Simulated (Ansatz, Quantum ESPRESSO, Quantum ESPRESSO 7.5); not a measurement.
# Complex bands of MgO, rock salt type, lattice constant set to 4.196 Å

How good a tunnel barrier is MgO, rock salt type, lattice constant set to 4.196 Å?

Method: plane-wave DFT, LDA, GBRV ultrasoft pseudopotentials (cross-check by Ansatz 0.2.0 with PAW datasets), in Quantum ESPRESSO 7.5.

### 1. The structure

The structure is cubic, space group Fm-3m (No. 225). The conventional cell has a = 4.196 Å, b = 4.196 Å, c = 4.196 Å, α = 90.00°, β = 90.00°, γ = 90.00°. Nearest to Mg lie 6 O at 2.10 Å. O has 6 Mg at 2.10 Å nearest. Farther neighbours and most contacts between anions are not listed.

### 2. Ground state

pwcond needs a cell whose third axis lies along the current and stands perpendicular to the other two.

The input, scf.in:

```
&control
  prefix = 'scf'
  outdir = './out'
  pseudo_dir = './pseudo'
  calculation = 'scf'
  tprnfor = .true.
/
&system
  ibrav = 0
  nat = 4
  ntyp = 2
  ecutwfc = 40
  ecutrho = 200
  occupations = 'fixed'
  nbnd = 20
/
&electrons
  conv_thr = 1e-09
  mixing_beta = 0.6
  electron_maxstep = 120
/
ATOMIC_SPECIES
  Mg  24.3050  mg_lda_v1.4.uspp.F.UPF
  O   15.9990  o_lda_v1.2.uspp.F.UPF
CELL_PARAMETERS angstrom
  2.96702005385875 0.00000000000000 0.00000000000000
  0.00000000000000 2.96702005385875 0.00000000000000
  0.00000000000000 0.00000000000000 4.19600000000000
ATOMIC_POSITIONS crystal
  Mg  0.000000000000 0.000000000000 0.000000000000
  O   0.500000000000 0.500000000000 0.000000000000
  Mg  0.500000000000 0.500000000000 0.500000000000
  O   0.000000000000 0.000000000000 0.500000000000
K_POINTS automatic
  8 8 6 0 0 0
```

Started as:

```sh
$ OMP_NUM_THREADS=1 mpirun -n 2 pw.x -nk 2 -in scf.in > scf.out
```

The program printed:

```text
Program PWSCF v.7.5 starts
[citation notice left out]

     Parallel version (MPI & OpenMP), running on       2 processor cores
     Number of MPI processes:                 2
     Threads/MPI process:                     1

     MPI processes distributed on     1 nodes
[...]
Current dimensions of program PWSCF are:
     Max number of different atomic species (ntypx) = 10
     Max number of k-points (npk) =  40000
     Max angular momentum in pseudopotentials (lmaxx) =  4
     Found identity + ( -0.5000 -0.5000 -0.5000) symmetry
     This is a supercell, fractional translations are disabled
     Message from routine setup:
     using ibrav=0 with symmetry is DISCOURAGED, use correct ibrav instead

     K-points division:     npool     =       2
     Subspace diagonalization in iterative solution of the eigenvalue problem:
     a serial algorithm will be used

     G-vector sticks info
     --------------------
     sticks:   dense  smooth     PW     G-vecs:    dense   smooth      PW
     Sum         497     401    137                11923     8543    1539

     Using Slab Decomposition

     bravais-lattice index     =            0
     lattice parameter (alat)  =       5.6069  a.u.
     unit-cell volume          =     249.2717 (a.u.)^3
     number of atoms/cell      =            4
     number of atomic types    =            2
     number of electrons       =        32.00
     number of Kohn-Sham states=           20
     kinetic-energy cutoff     =      40.0000  Ry
     charge density cutoff     =     200.0000  Ry
     scf convergence threshold =      1.0E-09
     mixing beta               =       0.6000
     number of iterations used =            8  plain     mixing
     Exchange-correlation= SLA  PZ   NOGX NOGC
                           (   1   1   0   0   0   0   0)

     celldm(1)=   5.606855  celldm(2)=   0.000000  celldm(3)=   0.000000
     celldm(4)=   0.000000  celldm(5)=   0.000000  celldm(6)=   0.000000

     crystal axes: (cart. coord. in units of alat)
               a(1) = (   1.000000   0.000000   0.000000 )
               a(2) = (   0.000000   1.000000   0.000000 )
               a(3) = (   0.000000   0.000000   1.414214 )

     reciprocal axes: (cart. coord. in units 2 pi/alat)
               b(1) = (  1.000000  0.000000  0.000000 )
               b(2) = (  0.000000  1.000000  0.000000 )
               b(3) = (  0.000000  0.000000  0.707107 )

     PseudoPot. # 1 for Mg read from file:
     ./pseudo/mg_lda_v1.4.uspp.F.UPF
     Pseudo is Ultrasoft, Zval = 10.0
     Generated by new atomic code, or converted to UPF format
     Using radial grid of  821 points,  7 beta functions with:
                l(1) =   0
                l(2) =   0
                l(3) =   0
                l(4) =   1
                l(5) =   1
                l(6) =   2
                l(7) =   2
     Q(r) pseudized with  8 coefficients,  rinner =    1.200   1.200   1.200
                                                       1.200   1.200

     PseudoPot. # 2 for O  read from file:
     ./pseudo/o_lda_v1.2.uspp.F.UPF
     Pseudo is Ultrasoft + core correction, Zval =  6.0
     Generated by new atomic code, or converted to UPF format
     Using radial grid of  737 points,  5 beta functions with:
                l(1) =   0
                l(2) =   0
                l(3) =   1
                l(4) =   1
                l(5) =   2
     Q(r) pseudized with  8 coefficients,  rinner =    0.900   0.900   0.900
                                                       0.900   0.900

     atomic species   valence    mass     pseudopotential
     Mg               10.00    24.30500     Mg( 1.00)
     O                 6.00    15.99900     O ( 1.00)

     16 Sym. Ops., with inversion, found

   Cartesian axes

     site n.     atom                  positions (alat units)
         1        Mg     tau(   1) = (   0.0000000   0.0000000   0.0000000  )
         2        O      tau(   2) = (   0.5000000   0.5000000   0.0000000  )
         3        Mg     tau(   3) = (   0.5000000   0.5000000   0.7071068  )
         4        O      tau(   4) = (   0.0000000   0.0000000   0.7071068  )

     number of k points=    60
                       cart. coord. in units 2pi/alat
        k(    1) = (   0.0000000   0.0000000   0.0000000), wk =   0.0052083
        k(    2) = (   0.0000000   0.0000000   0.1178511), wk =   0.0104167
        k(    3) = (   0.0000000   0.0000000   0.2357023), wk =   0.0104167
        k(    4) = (   0.0000000   0.0000000  -0.3535534), wk =   0.0052083
        k(    5) = (   0.0000000   0.1250000   0.0000000), wk =   0.0208333
        k(    6) = (   0.0000000   0.1250000   0.1178511), wk =   0.0416667
        k(    7) = (   0.0000000   0.1250000   0.2357023), wk =   0.0416667
        k(    8) = (   0.0000000   0.1250000  -0.3535534), wk =   0.0208333
        k(    9) = (   0.0000000   0.2500000   0.0000000), wk =   0.0208333
        k(   10) = (   0.0000000   0.2500000   0.1178511), wk =   0.0416667
[...]
k(   60) = (  -0.5000000  -0.5000000  -0.3535534), wk =   0.0052083

     Dense  grid:    11923 G-vectors     FFT dimensions: (  25,  25,  36)

     Smooth grid:     8543 G-vectors     FFT dimensions: (  24,  24,  32)

     Estimated max dynamical RAM per process >      40.10 MB

     Estimated total dynamical RAM >      77.28 MB

     Check: negative core charge=   -0.000003

     Initial potential from superposition of free atoms

     starting charge      31.3996, renormalised to      32.0000
     Starting wfcs are   18 randomized atomic wfcs +    2 random wfcs

     total cpu time spent up to now is        1.4 secs

     per-process dynamical memory:    26.3 Mb

     Self-consistent Calculation

     iteration #  1     ecut=    40.00 Ry     beta= 0.60
     Davidson diagonalization with overlap
     ethr =  1.00E-02,  avg # of iterations =  4.1

     total cpu time spent up to now is        2.5 secs

     total energy              =    -314.97985434 Ry
     estimated scf accuracy    <       0.72479792 Ry

     iteration #  2     ecut=    40.00 Ry     beta= 0.60
[...]
total energy              =    -315.18530564 Ry
     estimated scf accuracy    <       0.34207793 Ry

     iteration #  3     ecut=    40.00 Ry     beta= 0.60
[...]
total energy              =    -315.24718066 Ry
     estimated scf accuracy    <       0.00475879 Ry

     iteration #  4     ecut=    40.00 Ry     beta= 0.60
[...]
total energy              =    -315.24739206 Ry
     estimated scf accuracy    <       0.00027122 Ry

     iteration #  5     ecut=    40.00 Ry     beta= 0.60
[...]
total energy              =    -315.24743356 Ry
     estimated scf accuracy    <       0.00001360 Ry

     iteration #  6     ecut=    40.00 Ry     beta= 0.60
[...]
total energy              =    -315.24743673 Ry
     estimated scf accuracy    <       0.00000093 Ry

     iteration #  7     ecut=    40.00 Ry     beta= 0.60
[...]
total energy              =    -315.24743666 Ry
     estimated scf accuracy    <       0.00000033 Ry

     iteration #  8     ecut=    40.00 Ry     beta= 0.60
[...]
total energy              =    -315.24743672 Ry
     estimated scf accuracy    <          1.3E-09 Ry

     iteration #  9     ecut=    40.00 Ry     beta= 0.60
[...]
total energy              =    -315.24743672 Ry
     estimated scf accuracy    <          1.4E-09 Ry

     iteration # 10     ecut=    40.00 Ry     beta= 0.60
[...]
End of self-consistent calculation

          k = 0.0000 0.0000 0.0000 (  1055 PWs)   bands (ev):

   -63.8253 -63.8119 -31.3168 -31.2681 -31.2681 -31.2366 -31.2366 -31.2366
    -9.4320  -7.7779   3.4287   6.2175   6.2175   7.5987   7.5987   7.5987
    12.3907  16.5329  17.4422  20.6260

          k = 0.0000 0.0000 0.1179 (  1064 PWs)   bands (ev):

   -63.8244 -63.8128 -31.3120 -31.2660 -31.2660 -31.2426 -31.2387 -31.2387
    -9.3247  -7.8913   3.5928   6.2951   6.2951   7.0682   7.4872   7.4872
    12.9869  16.7627  17.3986  20.6704

          k = 0.0000 0.0000 0.2357 (  1072 PWs)   bands (ev):

   -63.8219 -63.8152 -31.2986 -31.2602 -31.2602 -31.2585 -31.2444 -31.2444
    -9.0287  -8.2001   4.0928   5.9892   6.5159   6.5159   7.1997   7.1997
    14.2729  16.8596  17.4498  20.1369

          k = 0.0000 0.0000-0.3536 (  1056 PWs)   bands (ev):

   -63.8186 -63.8186 -31.2792 -31.2791 -31.2523 -31.2523 -31.2523 -31.2523
    -8.6177  -8.6177   4.9195   4.9195   6.8414   6.8414   6.8414   6.8414
    15.6856  15.6856  18.5849  18.5849

          k = 0.0000 0.1250 0.0000 (  1063 PWs)   bands (ev):

   -63.8243 -63.8119 -31.3131 -31.2743 -31.2660 -31.2453 -31.2390 -31.2369
    -9.3114  -7.7598   3.5812   5.7484   6.2709   6.9466   7.4665   7.5500
    13.0407  16.9357  17.9633  20.4636

          k = 0.0000 0.1250 0.1179 (  1065 PWs)   bands (ev):

   -63.8235 -63.8127 -31.3103 -31.2708 -31.2640 -31.2538 -31.2388 -31.2380
    -9.2085  -7.8628   3.6810   5.8883   6.3436   6.4383   7.4481   7.4745
    13.4781  17.0975  17.9005  20.5304

[...]
highest occupied, lowest unoccupied level (ev):     7.5987   12.3907

!    total energy              =    -315.24743672 Ry
     estimated scf accuracy    <          4.4E-11 Ry

     The total energy is the sum of the following terms:
     one-electron contribution =    -172.81276516 Ry
     hartree contribution      =      95.61641338 Ry
     xc contribution           =     -47.79215622 Ry
     ewald contribution        =    -190.25892872 Ry

     convergence has been achieved in  10 iterations

     Forces acting on atoms (cartesian axes, Ry/au):

     atom    1 type  1   force =     0.00000000    0.00000000    0.00000000
     atom    2 type  2   force =     0.00000000    0.00000000    0.00000000
     atom    3 type  1   force =     0.00000000    0.00000000    0.00000000
     atom    4 type  2   force =     0.00000000    0.00000000    0.00000000

     Total force =     0.000000     Total SCF correction =     0.000000

[...]
=------------------------------------------------------------------------------=
   JOB DONE.
=------------------------------------------------------------------------------=
```

It took 11 s on 2 MPI ranks of Intel Xeon Platinum 8375C at 2.90GHz (Ice Lake), shared host; peak memory 0.18 GiB; 21 s of CPU time.

Read from the output:

```
free energy                          : -4289.1599 eV
valence top, on the run's zero       : 7.599 eV
conduction bottom, on the run's zero : 12.39 eV
gap by band count                    : 4.792 eV
```

The program's own clock; routines nest. Time by routine:

| routine | wall time (s) | calls |
| --- | --- | --- |
| PWSCF | 9.94 | 1 |
| electrons | 8.42 | 1 |
| c_bands | 6.91 | 10 |
| cegterg | 5.19 | 300 |
| h_psi | 3.96 | 1036 |
| fftw | 3.31 | 35236 |
| vloc_psi | 3.24 | 1036 |
| sum_band | 1.25 | 10 |
| init_run | 1.15 | 1 |
| calbec | 0.57 | 1456 |
| hinit0 | 0.43 | 1 |
| wfcinit | 0.39 | 1 |
| h_psi:calbec | 0.38 | 1036 |
| cdiaghg | 0.36 | 1006 |

The run needed 10 iterations to bring the estimated error under 1e-09 Ry.

(Part 1 of 4 ends here.)

[Logs are printed without paths, hosts, clocks, repeated set-up lines and the standing remarks that a program may print on its own settings, such as how far it seeks lower states.]

[Hosts, paths, dates, database ids (printed as entryN), source tags and the programs' standing remarks are cut or masked in the printed files.]

[Maps of the electrostatic potential energy from Ansatz leave out the sawtooth potential of an applied field or a dipole correction, so their vacuum need not be flat; planar profiles and work functions include it.]
